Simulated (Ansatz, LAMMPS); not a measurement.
# Localised basis functions on glassy 72SiO2-23Al2O3-3MgO-3K2O (mol %) (134 atoms), part 3 of 3

Wanted: errors and times of a linear-scaling basis for glassy 72SiO2-23Al2O3-3MgO-3K2O (mol %) (134 atoms). A setting counts as converged where the r.m.s. difference of forces stays under 1 % of the r.m.s. force.

Ansatz 0.2.0; Kohn-Sham DFT, PBE, PAW (set soft_2), plane waves.

The cell: 28 Si, 18 Al, 1 Mg, 2 K and 85 O. The quench rate of 25 K/ps is many orders above laboratory rates. The network of bonds at the start is that of the classical potential that made the cell. Only the Γ point is sampled, in a cell whose shortest periodic width is 12 Å.

So far. Step 9 (A changed input): The fault in the input: a grid far too coarse (support_functions.spacing = 0.6). The fix is to leave the spacing at the level's default. Step 10 (Other settings): Forces differ from the reference by 324 meV/Å r.m.s., 44 % of their size; the pressure by +8.4 GPa and the gap by -0.99 eV. The model changes along with numerical settings, so these numbers mix the two.

## (12) What the reference run shows

The comparisons rest on this run, so its electronic structure is set out here.

Length of the force by element and coordination:

```tsv
element	coordination	atoms	mean length of the force (eV/Å)	spread	least	most
Al	all	18	1.09	0.274	0.613	1.52
K	all	2	0.345	0.102	0.243	0.447
Mg	all	1	0.141	0	0.141	0.141
O	all	85	1.16	0.369	0.320	1.95
Si	all	28	1.54	0.485	0.464	2.55
```

Löwdin charges by element and coordination (they lack the spilled electrons, 0.060 e an atom on average):

```tsv
element	coordination	atoms	mean charge (e)	spread	least	most
Al	all	18	1.39	0.0266	1.32	1.42
K	all	2	0.922	0.0035	0.918	0.925
Mg	all	1	1.69	0	1.69	1.69
O	all	85	-0.826	0.0349	-0.939	-0.757
Si	all	28	1.77	0.0228	1.73	1.82
```

States in the cell by windows of 1 eV, zero at the Fermi level; the larger projections on atomic orbitals stand beside the total:

```tsv
from (eV)	to (eV)	total	O p	Si p
-14	-13	6.0	0.1	0.0
-13	-12	0.3	0.2	0.0
-12	-11	11.9	8.1	0.5
-11	-10	16.3	11.3	1.0
-10	-9	28.1	20.5	2.2
-9	-8	43.3	33.3	5.0
-8	-7	53.2	42.3	5.2
-7	-6	58.5	48.6	4.2
-6	-5	73.6	65.5	2.9
-5	-4	87.1	80.7	2.2
-4	-3	88.2	83.6	1.4
-3	-2	47.7	46.0	0.5
-2	-1	2.0	1.9	0.0
-1	1	0.0	0.0	0.0
1	2	1.8	0.1	0.0
2	3	2.2	0.2	0.1
3	4	10.8	1.0	1.3
4	5	22.0	2.0	3.5
```

Between -26 and -14 eV lie 176 more states.

The levels nearest the highest filled one (over half full), pooled over k-points and spins:

```tsv
level less the highest filled one (eV)	occupation
-0.546	2
-0.426	2
-0.374	2
-0.292	2
-0.254	2
0	2
3.79	0
4.61	0
5.22	0
5.58	0
5.62	0
5.71	0
```

ELF in the bc plane at fractional x = 0.289, with atoms of Si and Al and K and O within 0.2 Å of it. It is the smooth field of the valence electrons, not physical close to the nuclei.

Ten even steps from '0' (0.00) to '9' (0.87), each cell a mean:
```
1100599984014787411210002689852122
5531024320001222123421003887885235
9974000000012110013320003799984379
8985101210012210000110001588742489
8874002320001100000000000133200368
4431001221000000000000000000000013
0000000000000000000000000000001100
0000000000000110000000000000025653
3000000000000111233200000000158997
5100000000000124676310000000159998
3100000001233224775200000000146776
1000000015788732342100000000011221
3101332127988973111110000000001244
6225776426999862011100000000002577
2048989821466420000000000000001344
0069989821233100000000011110001111
3137887525898741000000011000035777
6113543138867973000000000000179999
6200000048978983001000023310158999
2000000025888641000000379986214665
0000023210111122200001698588500000
4300589972013577520001698688500134
7402898997127888730000268875200368
5302998897127999720000012333210356
```
Columns run along b (12.0 Å), rows up along c (12.0 Å). Atoms in or near the plane, at fractional coordinates: Si at (0.27, 0.36), Al at (0.78, 0.26), K at (0.20, 0.03), O at (0.34, 0.25), O at (0.74, 0.12).

Valence density in the bc plane at fractional x = 0.289, with atoms of Si and Al and K and O within 0.2 Å of it. It is the smooth field of the valence electrons, not physical close to the nuclei.

Ten steps, logarithmic in the rise over the least value, from '0' (0.0 e/Å³) to '9' (6.2 e/Å³), each cell a mean:
```
2211367753123555422221123467643233
4321123321112232222221113589864334
7642100000112211111111112478754457
8752100111111110000000001244432357
5532101111111100000000000011111235
2211000110000000000000000000000012
1000000000000000000000000000000111
1100000000000111110000000000012332
3110000000001223322100000000135765
3210000000011234543200000000136776
3100000001223334554210000000124554
2100000012456544443210000000012333
3211111124688753222110000000001333
3223444334688642111100000000002344
2235787533455321000000001111011233
2246887632343210000000012221112232
3224555434676421000000112222224554
3211222235899742100000112111246776
3100000124799742100000123322235775
1000000012455431100000246764323443
1000012211122222110001369986311111
2111356642112444310001368986311122
3212588875224677421001245654211234
3212589975225787531111123444322234
```
Columns run along b (12.0 Å), rows up along c (12.0 Å). Atoms in or near the plane, at fractional coordinates: Si at (0.27, 0.36), Al at (0.78, 0.26), K at (0.20, 0.03), O at (0.34, 0.25), O at (0.74, 0.12).

Mean Löwdin charges: Al +1.39, K +0.92, Mg +1.69, O -0.83, Si +1.77 e (they miss 1.1 % of the electrons, so they add up to more than the cell's charge).

## (13) Distances and neighbours

These statistics describe the geometry on which the runs were made.

Density 2.66 g/cm³, 12.75 Å³ an atom.

Pair distribution functions g(r), in bins of 0.2 Å:

```tsv
r (Å)	total	O-O	O-Si	O-Al	O-K	O-Mg	Si-Si
1.50	1.83	0.00	6.90	0.00	0.00	0.00	0.00
1.70	2.75	0.00	5.46	7.68	0.00	0.00	0.00
1.90	0.44	0.00	0.00	2.46	0.00	2.05	0.00
2.10	0.09	0.00	0.00	0.31	0.00	3.62	0.00
2.30	0.00	0.00	0.00	0.00	0.00	0.00	0.00
2.50	0.88	2.14	0.00	0.07	0.00	1.30	0.00
2.70	1.58	3.63	0.08	0.12	3.31	0.00	0.00
2.90	0.82	1.42	0.03	0.31	1.91	0.94	0.59
3.10	1.20	0.91	0.32	0.50	2.48	0.84	4.15
3.30	0.84	0.68	0.62	0.95	0.37	0.74	0.50
3.50	0.68	0.47	1.01	1.04	0.31	0.66	0.00
3.70	0.89	0.59	1.19	1.50	1.16	1.72	0.12
3.90	1.09	0.59	2.02	1.46	0.52	1.05	0.34
4.10	1.31	0.74	2.17	1.60	1.18	1.41	0.83
4.30	1.25	0.88	1.63	1.82	0.64	1.30	1.88
4.50	0.97	0.90	1.00	1.01	1.17	1.16	1.62
4.70	0.95	1.19	0.55	0.56	1.64	1.09	1.40
4.90	1.02	1.51	0.59	0.50	1.17	0.00	0.86
5.10	1.08	1.52	0.66	0.58	1.22	0.92	1.27
5.30	0.97	1.26	0.62	0.79	0.56	1.42	1.43
5.50	1.02	1.08	0.92	0.98	1.46	1.33	1.04
5.70	0.88	0.84	0.93	0.90	0.99	0.24	0.75
5.90	0.93	0.73	1.18	1.06	0.79	1.14	0.80
```

The surroundings of O60, whose charge lies farthest from its element's mean, nearest first, numbered as they follow in the input and with coordinates relative to it.

```tsv
atom	x	y	z	distance (Å)	Löwdin charge (e)	Fx	Fy	Fz (eV/Å)
O60	0.00	0.00	0.00	0.00	-0.94	1.03	0.18	0.07
Al42	-0.22	-1.65	-0.32	1.70	1.36	-0.01	-0.58	0.21
Al32	-1.08	1.17	0.63	1.71	1.32	-1.37	0.55	-0.15
K48	-0.36	0.38	-2.59	2.64	0.93	-0.03	-0.07	-0.44
O107	-1.96	-1.83	0.29	2.70	-0.76	0.49	0.22	-0.25
O61	-1.74	0.14	2.08	2.72	-0.81	0.94	0.58	0.16
O105	-2.51	1.08	-0.38	2.76	-0.86	0.49	-0.16	0.66
O125	0.86	-2.68	0.53	2.86	-0.84	-0.65	0.40	0.08
O130	-0.58	2.82	-0.01	2.88	-0.80	0.93	0.30	-0.31
O133	-0.21	-2.20	-1.98	2.97	-0.86	-0.54	1.25	0.05
K49	1.35	-0.45	2.61	2.97	0.92	0.15	-0.17	0.09
O50	2.61	1.55	0.61	3.09	-0.79	-0.86	-1.19	-0.08
Si13	-2.52	-1.24	1.78	3.33	1.78	-0.90	-0.80	-0.99
```

## (14) Outcome

| Quantity | Value |
| --- | --- |
| free energy per atom | -603.4477 eV/atom |
| pressure | 8.031 GPa |
| r.m.s. force component | 0.7429 eV/Å |
| gap (highest filled to lowest empty level) | 3.79 eV |
| wall time of the 7 DFT runs | 3.9 min |

Against plane waves at 420 eV, the forces differ by 0.64 meV/Å (0.087 %) with support functions medium. At 134 atoms the fastest of the runs at a preset level, support functions low, takes roughly 5.3 times the time of plane waves (whose run also made extra analyses), in 12 SCF cycles against 9. Differences between support functions and plane waves include what basis error the plane-wave run still has. The force difference hardly changes among these support-function runs, which points to the basis of the plane-wave reference as its main source.

Between filled and empty levels lie 3.79 eV (at Γ alone); a semilocal functional tends to put such gaps too low. In a disordered cell it changes from sample to sample, and tail or defect levels can set it.

**Limits.** The geometry was minimised with a classical potential and isn't relaxed at this level: its force components are 0.74 eV/Å r.m.s. The classical run held zero pressure, yet DFT finds 8.0 GPa in this frame, which points to a density or bond lengths far off those of this functional.

[Long decimals in the printed logs are rounded to 6 places.]

[Logs are printed without paths, hosts, clocks, repeated set-up lines and the standing remarks that a program may print on its own settings, such as how far it seeks lower states.]

[Hosts, paths, dates, database ids (printed as entryN), source tags and the programs' standing remarks are cut or masked in the printed files.]
